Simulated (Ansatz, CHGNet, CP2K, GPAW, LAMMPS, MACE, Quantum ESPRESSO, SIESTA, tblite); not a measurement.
**Amorphous Ge (61 atoms), the geometry as built**

61 atoms (61 Ge) placed at random at 5.25 g/cm³, melted at 3500 K for 10 ps at fixed volume with the Tersoff potential (Tersoff, Phys. Rev. B 39, 5566 (1989)). Quenched from 3500 K to 500 K at 3 K/ps and fixed volume, held 5 ps.

This is the geometry as built. Method: Kohn-Sham DFT, PBE, PAW, plane waves (Ansatz 0.2.0); cutoff 420 eV, Γ point, fermi-dirac smearing of 0.05 eV; density 5.25 g/cm³.

Cell vectors (Å):

```
11.188 0.000 0.000
0.000 11.188 0.000
0.000 0.000 11.188
```

Positions (Å):

```
1 Ge 5.874 6.357 2.452
2 Ge 0.627 6.305 1.507
3 Ge 8.071 0.913 5.154
4 Ge 2.570 5.100 0.094
5 Ge 5.061 8.141 6.039
6 Ge 4.035 5.430 3.666
7 Ge 4.782 5.696 6.022
8 Ge 11.030 11.169 7.457
9 Ge 8.199 4.700 8.400
10 Ge 3.678 2.990 0.907
11 Ge 10.487 3.549 8.982
12 Ge 5.832 2.485 11.059
13 Ge 0.700 7.261 10.154
14 Ge 2.138 6.898 3.361
15 Ge 0.082 2.332 6.918
16 Ge 2.713 10.530 4.315
17 Ge 2.854 5.119 7.139
18 Ge 3.309 3.098 3.352
19 Ge 7.547 1.910 1.548
20 Ge 8.424 7.192 7.864
21 Ge 5.805 9.744 2.577
22 Ge 4.709 8.103 9.954
23 Ge 1.090 5.114 9.073
24 Ge 8.684 4.773 4.822
25 Ge 2.019 10.367 0.654
26 Ge 3.432 1.134 8.788
27 Ge 5.650 0.347 9.646
28 Ge 6.761 4.311 6.384
29 Ge 2.242 1.507 11.016
30 Ge 6.761 8.092 4.048
31 Ge 10.015 8.174 1.966
32 Ge 9.917 2.667 5.028
33 Ge 8.445 4.141 2.199
34 Ge 1.272 6.953 5.815
35 Ge 2.696 8.984 6.026
36 Ge 2.013 10.383 7.980
37 Ge 0.660 2.697 3.371
38 Ge 9.954 10.559 5.161
39 Ge 6.562 8.703 7.996
40 Ge 4.063 1.485 4.802
41 Ge 4.097 7.107 0.935
42 Ge 8.339 7.924 0.190
43 Ge 11.014 10.335 1.593
44 Ge 6.047 1.956 6.294
45 Ge 6.437 0.822 3.454
46 Ge 10.973 2.275 10.961
47 Ge 0.521 0.143 3.649
48 Ge 6.432 9.625 11.122
49 Ge 9.741 8.294 9.510
50 Ge 7.341 0.104 7.769
51 Ge 9.385 10.705 9.141
52 Ge 3.370 9.075 2.468
53 Ge 10.815 3.924 1.596
54 Ge 9.375 0.526 0.218
55 Ge 7.386 5.772 0.804
56 Ge 9.797 6.627 5.940
57 Ge 2.668 2.592 6.763
58 Ge 4.272 5.664 9.381
59 Ge 9.222 8.395 4.201
60 Ge 2.410 8.964 9.893
61 Ge 6.394 4.571 10.029
```

Q: Give the force and the charge of every atom.

Columns: atom, q, fx, fy, fz (forces in eV/Å, q the Löwdin charge in e).

```
1 0.03 -0.219 0.559 0.905
2 0.03 -0.825 -0.201 -0.782
3 -0.02 0.833 0.044 0.864
4 -0.01 0.734 -0.476 -0.690
5 0.04 0.562 -0.288 0.287
6 0.04 -0.004 -1.150 0.563
7 0.06 1.212 0.778 -0.801
8 0.02 -0.428 -0.068 -0.829
9 0.01 0.146 0.356 0.230
10 0.01 0.356 1.033 0.793
11 0.04 -0.689 -0.263 -1.418
12 0.01 0.135 -0.573 -0.120
13 0.04 -0.262 0.228 0.214
14 0.04 -0.152 0.781 0.460
15 0.01 0.761 0.022 1.337
16 0.07 0.236 1.145 -0.457
17 -0.01 -1.726 -0.708 0.987
18 0.04 -1.103 1.356 -1.238
19 0.05 0.073 -0.006 -0.241
20 -0.01 0.249 -1.196 -0.088
21 0.03 -0.074 0.454 -1.156
22 -0.03 -0.038 -0.082 -0.690
23 0.10 1.272 0.261 0.384
24 0.04 -0.773 -0.651 -0.793
25 0.03 0.707 -0.212 0.021
26 -0.04 -0.797 -0.285 -0.132
27 0.06 0.240 0.877 0.013
28 0.00 0.727 -0.052 -0.553
29 0.03 -1.074 -1.027 -1.173
30 0.00 -0.472 -0.304 0.236
31 0.01 0.178 -0.504 -0.180
32 0.02 0.078 0.471 -0.840
33 0.00 0.928 -0.263 0.957
34 0.00 -0.258 -0.373 -0.406
35 0.01 -0.095 -0.195 1.347
36 0.02 1.037 -0.251 0.049
37 -0.02 0.444 -0.627 0.933
38 0.09 0.282 -0.683 0.956
39 0.06 -0.978 0.758 -0.520
40 0.01 0.388 -1.448 0.983
41 0.10 -0.378 -0.178 -0.005
42 0.04 -0.306 0.353 0.811
43 0.00 -0.487 0.071 -0.523
44 0.10 -0.066 -0.180 0.243
45 0.01 -1.094 -0.255 -0.846
46 0.05 0.932 0.212 0.118
47 -0.01 0.064 1.016 -0.228
48 0.02 -0.103 0.063 1.209
49 0.00 0.704 0.064 -0.155
50 0.01 -0.411 -0.631 0.298
51 0.06 -0.455 0.005 0.464
52 -0.01 -0.126 0.268 -0.765
53 0.00 -0.086 0.993 -0.406
54 -0.01 -0.413 -0.133 0.597
55 0.02 0.211 -0.546 -1.396
56 0.00 0.913 0.624 -0.315
57 0.02 -0.178 0.270 0.293
58 0.03 -0.140 0.493 0.193
59 0.04 -0.243 -0.023 0.584
60 0.03 -0.135 0.016 -0.139
61 0.01 0.184 0.262 0.561
```

The quench rate of 3 K/ps is many orders above laboratory rates, so the cell is likely richer in defects and strain than a real sample. The network of bonds at the start is that of the classical potential that made the cell, and needn't be the one that DFT or experiment would give. Only the Γ point is sampled, in a cell whose shortest periodic width is 11 Å, which is coarse for a cell with partly filled levels. The Löwdin charges lack the electrons that the projection spills, 0.024 e an atom on average.

The r.m.s. force component is 0.637 eV/Å; the longest force, 2.14 eV/Å, acts on Ge18.

[Logs are printed without paths, hosts, clocks, repeated set-up lines and the standing remarks that a program may print on its own settings, such as how far it seeks lower states.]

[Hosts, paths, dates, database ids (printed as entryN), source tags and the programs' standing remarks are cut or masked in the printed files.]
